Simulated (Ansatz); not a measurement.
## Is Ti-Pd-Ti stack of (111) layers a stable metal?

Question: is the lattice of Ti-Pd-Ti stack of (111) layers stable, and if so, what are its coupling constant and resistivity?

Calculated with Ansatz 0.2.0; DFT PBEsol, scalar-relativistic, plane waves, PAW; PAW set soft_1.

Most raw output is cut from this account.

## Step 1: The structure

The cell holds 3 atoms: 2 Ti and 1 Pd. Cell: a = 2.751 Å, b = 2.751 Å, c = 15.492 Å, α = 90.0°, β = 90.0°, γ = 120.0°. Vacuum lies along c.

## Step 2: Relaxing cell and atoms

The structure is brought to rest under this functional.

File input.yaml:

```yaml
crystal:
  lattice:
    - [2.75065, 0.0, 0.0]
    - [-1.37532, 2.38213, 0.0]
    - [0.0, 0.0, 15.49179]
  atoms:
    - { symbol: Ti, position: [0.0, 0.0, 0.35502687] }
    - { symbol: Pd, position: [0.33333333, 0.66666667, 0.5] }
    - { symbol: Ti, position: [0.66666667, 0.33333333, 0.64497313] }
  periodic: [true, true, false]
kpoints:
  mp_grid: { grid: [12, 12, 1] }
hamiltonian:
  xc: pbesol
  pseudopotentials: { kind: paw, azcp: { folder: soft_1 }, xc_functional: pbe }
scf:
  occupations: { method: gaussian, width: 0.1 }
output:
  forces: true
  stress: true
  eigenvalues: true
  write_density: true
  write_potential: true
  elf: true
  volumetric_format: npy
relax:
  adjacent_minimum: "off"
  f_tol: 0.005
  max_steps: 80
  cell: { stress_2d_tol: 0.02 }
```

Run with:

```console
ansatz run input.yaml --threads 8 --pin off --max-ram 20480MiB --backend cpu --events-out ev --progress --plain --runs-dir out
```

Elapsed: 7.8 s, on 8 threads of Arm Neoverse V1, shared host; peak memory 0.75 GiB.

Step by step:

```csv
step,energy less that of the first step (eV),largest force component (eV/Å),volume (Å³)
1,0.0000,0.0865,214.81
2,-0.0030,0.0584,216.75
3,-0.0035,0.0078,217.28
4,-0.0035,0.0000,217.14
5*,-0.0036,0.0000,217.14
```

Relaxation steps marked * repeat the geometry before them on a plane-wave basis chosen anew for their cell, so energy and pressure can jump there.

The run keeps the 12 symmetry operations that it works with, so distortions that break them were not tested.

```csv
cell as run,before,after,change
a (Å),2.751,2.765,+0.5 %
b (Å),2.751,2.765,+0.5 %
```

The atoms that moved most (Å, along periodic axes as changes of fractional coordinates times the final cell, across vacuum about the mean position):

```csv
atom,dx,dy,dz,length
Ti3,0.000,0.000,-0.021,0.021
Ti1,0.000,0.000,0.021,0.021
```

Final coordinates:

```xyz
3
Lattice="2.7655 0.0000 0.0000 -1.3827 2.3950 0.0000 0.0000 0.0000 32.7836" Properties=species:S:1:pos:R:3
Ti    0.0000    0.0000    5.5209
Pd    0.0000    1.5967    7.7459
Ti    1.3827    0.7983    9.9709
```

This step gave:

```
metallic on mesh  : yes
gap on the k-mesh : 0 eV
```

Valence density in the ca plane at fractional y = 0.000, with atoms of Ti within 0.2 Å of it. It is the smooth field of the valence electrons, not physical close to the nuclei.

Ten steps, logarithmic in the rise over the least value, from '0' (0 e/Å³) to '9' (11 e/Å³), each cell a mean:
```
00000000000015898522222211222110000000000000
00000000000013676322333222222210000000000000
00000000000012333223454322333210000000000000
00000000000011222223565322344210000000000000
00000000000012222223454322344210000000000000
00000000000013554322343222233210000000000000
00000000000015787422222222222210000000000000
00000000000026999522222211222110000000000000
```
Columns run along c (16.0 Å, from fractional 0.00 to 0.49 of the cell), rows up along a (2.8 Å). Atoms in or near the plane, at fractional coordinates: Ti at (0.17, 0.00).

Electrostatic potential energy in the ca plane at fractional y = 0.000, with atoms of Ti within 0.2 Å of it. With pseudopotentials it is smooth inside the atoms' cores, unlike the true potential.

Values in eV, 5 rows by 16 columns, each cell a mean:
```
  0   0   0  -1 -13 -39 -21  -5  -3  -5  -6  -2   0   0   0   0
  0   0   0  -1  -5 -19  -8 -14 -10 -12 -14  -3   0   0   0   0
  0   0   0   0  -3  -8  -5 -21 -14 -16 -19  -3   0   0   0   0
  0   0   0  -1  -7 -29 -12 -10  -7  -9 -10  -2   0   0   0   0
  0   0   0  -1 -15 -40 -23  -4  -2  -4  -5  -1   0   0   0   0
```
Columns run along c (16.0 Å, from fractional 0.00 to 0.49 of the cell; values clipped at the 3rd and 97th percentile), rows up along a (2.8 Å). Atoms in or near the plane, at fractional coordinates: Ti at (0.17, 0.00).

ELF in the ca plane at fractional y = 0.000, with atoms of Ti within 0.2 Å of it. It is the smooth field of the valence electrons, not physical close to the nuclei.

Values, 5 rows by 16 columns, each cell a mean:
```
0.00 0.00 0.02 0.07 0.13 0.69 0.30 0.24 0.24 0.27 0.39 0.51 0.20 0.02 0.00 0.00
0.00 0.00 0.04 0.21 0.24 0.26 0.22 0.29 0.27 0.18 0.19 0.27 0.14 0.02 0.00 0.00
0.00 0.00 0.05 0.28 0.43 0.21 0.27 0.34 0.31 0.22 0.24 0.20 0.13 0.02 0.00 0.00
0.00 0.00 0.03 0.15 0.15 0.43 0.22 0.26 0.25 0.18 0.21 0.35 0.16 0.02 0.00 0.00
0.00 0.00 0.02 0.05 0.16 0.70 0.34 0.25 0.25 0.33 0.51 0.57 0.22 0.03 0.00 0.00
```
Columns run along c (16.0 Å, from fractional 0.00 to 0.49 of the cell), rows up along a (2.8 Å). Atoms in or near the plane, at fractional coordinates: Ti at (0.17, 0.00).

The relaxation ends with a largest force component of 4.7e-5 eV/Å.

## Step 3: Relaxing tightly for phonons

No force is left; the cell is relaxed once more with another smearing and tight thresholds.

File input.yaml:

```yaml
crystal:
  lattice:
    - [2.7654878911, -2.9023e-06, 0.0]
    - [-1.3827414321, 2.3949842187, 0.0]
    - [0.0, 0.0, 32.7835731424]
  atoms:
    - { symbol: Ti, position: [0.0, 0.0, 0.1684040001] }
    - { symbol: Pd, position: [0.3333333333, 0.6666666667, 0.2362736657] }
    - { symbol: Ti, position: [0.6666666667, 0.3333333333, 0.3041433313] }
  periodic: [true, true, false]
kpoints:
  mp_grid: { grid: [12, 12, 1] }
hamiltonian:
  xc: pbesol
  pseudopotentials: { kind: paw, azcp: { folder: soft_1 }, xc_functional: pbe }
scf:
  occupations: { method: methfessel_paxton, width: 0.2 }
output:
  forces: true
  stress: true
  eigenvalues: true
relax:
  adjacent_minimum: "off"
  f_tol: 0.001
  max_steps: 60
  cell: { stress_2d_tol: 0.002 }
```

Run time: 7 s. Hardware: 8 threads; peak memory 0.74 GiB.

Little changed from the start: no atom moved by 0.005 Å and no cell edge by 0.1 %.

## Step 4: Phonons: q 2×2×1, k 6×6×1

Couplings are defined for a stable lattice alone, so phonons come first.

File input.yaml:

```yaml
crystal:
  lattice:
    - [2.7667065471, -2.9036e-06, 0.0]
    - [-1.383350759, 2.3960396064, 0.0]
    - [0.0, 0.0, 32.7835731424]
  atoms:
    - { symbol: Ti, position: [0.0, 0.0, 0.1684496779] }
    - { symbol: Pd, position: [0.3333333333, 0.6666666667, 0.2362736657] }
    - { symbol: Ti, position: [0.6666666667, 0.3333333333, 0.3040976535] }
  periodic: [true, true, false]
kpoints:
  mp_grid: { grid: [6, 6, 1] }
hamiltonian:
  xc: pbesol
  pseudopotentials: { kind: paw, azcp: { folder: soft_1 }, xc_functional: pbe }
scf:
  occupations: { method: methfessel_paxton, width: 0.2 }
output:
  eigenvalues: true
phonons:
  method: dfpt
  qmesh: [2, 2, 1]
  temperatures: { t_max: 1000, t_step: 50 }
  qpath:
    path:
      - [0.0, 0.0, 0.0]
      - [0.5, 0.0, 0.0]
      - [0.33333333, 0.33333333, 0.0]
      - [0.0, 0.0, 0.0]
    npoints: 10
```

Run time: 41 s. Hardware: 8 threads; peak memory 1.1 GiB; 4.9 min of CPU time.

This step gave:

```
share of imaginary modes in the plain interpolation between solved wavevectors : 0.39
highest frequency, solved or plainly interpolated                              : 214.1 cm⁻¹
```

Solved on the 2×2×1 mesh alone; all other wavevectors are interpolated. Phonon branches along the path, in cm⁻¹:

```csv
point,branch 1,branch 2,branch 3,branch 4,branch 5,branch 6,branch 7,branch 8,branch 9
Γ,0,0,0,68,68,72,72,189,196
halfway,-124,-92,-56,44,92,108,110,157,172
M,-179,-138,-96,-59,44,115,123,130,214
halfway,-160,-124,-96,-81,32,78,121,138,204
K,-118,-96,-96,-86,-86,-84,112,177,177
halfway,-130,-98,-68,66,74,94,108,156,172
Γ,0,0,0,68,68,72,72,189,196
```

Lowest modes at the softest wavevector of the mesh. Modes at q = (0.000, 0.500, 0.000), with each element's share of the kinetic energy (negative means imaginary):

```csv
mode,frequency (cm⁻¹),Ti %,Pd %
1,-179.0,92,8
2,-137.7,100,0
3,-96.4,84,16
4,-59.2,100,0
5,43.6,61,39
6,114.9,18,82
```

Displacements in mode 1 (-179.0 cm⁻¹), the largest set to 1, in the home cell:
```
Ti1  0.00  1.00 -0.06
Pd2  0.00 -0.01  0.27
Ti3  0.00 -1.00  0.06
```

Displacements in mode 2 (-137.7 cm⁻¹), the largest set to 1, in the home cell:
```
Ti1 0.00 1.00 0.12
Pd2 0.00 0.00 0.00
Ti3 0.00 1.00 0.12
```

Among the solved wavevectors the lowest mode, translations apart, is -179 cm⁻¹, imaginary.

## Step 5: Phonons: q 3×3×1, k 9×9×1

An imaginary mode on so few k-points may come from the sampling, so the phonons are repeated with another q and k mesh.

Edit input.yaml of step 4 so:

```diff
@@ -11,3 +11,3 @@
 kpoints:
-  mp_grid: { grid: [6, 6, 1] }
+  mp_grid: { grid: [9, 9, 1] }
 hamiltonian:
@@ -21,3 +21,3 @@
   method: dfpt
-  qmesh: [2, 2, 1]
+  qmesh: [3, 3, 1]
   temperatures: { t_max: 1000, t_step: 50 }
```

It took 2.4 min on 8 threads; peak memory 1.7 GiB.

Numbers from this step:

```yaml
share_of_imaginary_modes_in_the_plain_interpolation_between_solved_wavevectors: 0.2288
highest_frequency_solved_or_plainly_interpolated: 210.3 cm⁻¹
```

Solved on the 3×3×1 mesh alone; all other wavevectors are interpolated. Phonon branches along the path, in cm⁻¹:

```csv
point,branch 1,branch 2,branch 3,branch 4,branch 5,branch 6,branch 7,branch 8,branch 9
Γ,0,0,0,56,56,57,57,184,188
halfway,-34,59,90,104,110,117,148,181,187
M,-63,-56,-31,66,86,114,168,172,210
halfway,-90,-82,-80,-68,61,131,150,150,200
K,-131,-131,-95,-95,35,123,130,173,173
halfway,-46,72,90,95,102,103,157,180,184
Γ,0,0,0,56,56,57,57,184,188
```

Lowest modes at the softest wavevector of the mesh. The modes at q = (0.333, 0.333, 0.000) (shares of kinetic energy by element, %) (negative means imaginary):

```csv
mode,frequency (cm⁻¹),Ti %,Pd %
1,-130.7,100,0
2,-130.7,100,0
3,-94.9,99,1
4,-94.9,99,1
5,34.7,63,37
6,123.0,100,0
```

Displacements in mode 2 (-130.7 cm⁻¹), the largest set to 1, in the home cell (x, y, z of the real part, then of the imaginary part):
```
Ti1  0.87  0.50  0.00  0.50 -0.87 -0.01
Pd2 -0.03  0.01  0.00 -0.01 -0.02  0.00
Ti3 -0.05  0.06  0.12 -0.06 -0.05  0.00
```

Displacements in mode 3 (-94.9 cm⁻¹), the largest set to 1, in the home cell (x, y, z of the real part, then of the imaginary part):
```
Ti1  0.00  0.01  1.00  0.01  0.00  0.00
Pd2  0.00  0.04  0.00  0.03  0.00  0.00
Ti3 -0.05 -0.03  0.00  0.03 -0.05 -0.15
```

The modes has structure finer than the step of the table below, so its rows give means over 10 cm⁻¹, whole bins alone (the curve runs from -141 to 226 cm⁻¹). Peaks (cm⁻¹: height): Pd -27.6: 0.00563, 62.3: 0.0254, 115.4: 0.0339, 161.5: 0.0150, 186.9: 0.0401; Ti -92.2: 0.0263, -64.5: 0.0324, 30.0: 0.0189, 69.2: 0.0296, 101.5: 0.0504, 168.4: 0.0427, 180.0: 0.0563.

Phonopy on the run's constants, 21x21x1 mesh, Gaussian sigma 2.6 cm⁻¹. Table of modes by wavenumber; means over each step; values in 1/cm⁻¹/cell:

```csv
wavenumber (cm⁻¹),Pd,Ti
-130,8.2e-6,0.00378
-120,2.4e-5,0.00525
-110,6.3e-5,0.00752
-100,9.1e-5,0.00700
-90,4.4e-4,0.0227
-80,9.8e-4,0.0220
-70,0.00288,0.0243
-60,0.00375,0.0283
-50,0.00383,0.0206
-40,0.00404,0.0131
-30,0.00486,0.0118
-20,0.00428,0.00720
-10,0.00252,0.00399
0,4.9e-4,4.6e-4
10,1.5e-4,3.0e-4
20,0.00163,0.00421
30,0.00435,0.0150
40,0.00548,0.00831
50,0.0115,0.0118
60,0.0220,0.0238
70,0.0187,0.0273
80,0.0105,0.0284
90,0.00971,0.0391
100,0.0104,0.0462
110,0.0209,0.0342
120,0.0198,0.0120
130,0.0124,0.00830
140,0.0109,0.0102
150,0.0124,0.0157
160,0.0125,0.0285
170,0.00985,0.0379
180,0.0187,0.0473
190,0.0323,0.0217
200,0.0187,0.00145
210,0.00860,4.0e-4
220,9.8e-5,2.8e-6
```

No LO-TO term; unit eigenvectors of the mass-weighted matrix. The modes at Γ (shares of kinetic energy by element, %):

```csv
mode,frequency (cm⁻¹),symmetry,Ti %,Pd %
1,0.0,unnamed,47,53
2,0.0,unnamed,47,53
3,0.0,unnamed,47,53
4,55.8,unnamed,100,0
5,55.8,unnamed,100,0
6,57.2,unnamed,53,47
7,57.2,unnamed,53,47
8,183.7,A1g,100,0
9,188.1,A2u,53,47
```

Displacements in mode 5 (55.8 cm⁻¹), the largest set to 1:
```
Ti1 -1.00  0.00  0.00
Pd2  0.00  0.00  0.00
Ti3  1.00  0.00  0.00
```

Displacements in mode 9 (188.1 cm⁻¹), the largest set to 1:
```
Ti1  0.00  0.00 -1.00
Pd2  0.00  0.00  0.90
Ti3  0.00  0.00 -1.00
```

Among the solved wavevectors the lowest mode, translations apart, is -131 cm⁻¹, imaginary.

## Step 6: What came out

- phonon run of the rows without a label of their own: PBEsol, q 3×3×1, k 9×9×1
- softest mode on the q mesh: -131 cm⁻¹ at q = (0.333, 0.333, 0)
- highest frequency, solved or plainly interpolated: 210 cm⁻¹

In words: The lattice is dynamically unstable at this level: a mode at q = (0.333, 0.333, 0) is imaginary, 131i cm⁻¹, so no harmonic coupling constant or resistivity is defined for this structure. These meshes are coarse, and single modes of a metal can move by tens of cm⁻¹ with the k mesh. The coarser mesh found an imaginary mode at another wavevector, which this mesh lacks. The phonon runs are not spin-polarised. The PAW files were made for PBE; under other functionals the run regenerates their frozen core. The structure was built by hand as an ordered model, and its stability against other phases was not tested.

[Logs are printed without paths, hosts, clocks, repeated set-up lines and the standing remarks that a program may print on its own settings, such as how far it seeks lower states.]

[Hosts, paths, dates, database ids (printed as entryN), source tags and the programs' standing remarks are cut or masked in the printed files.]
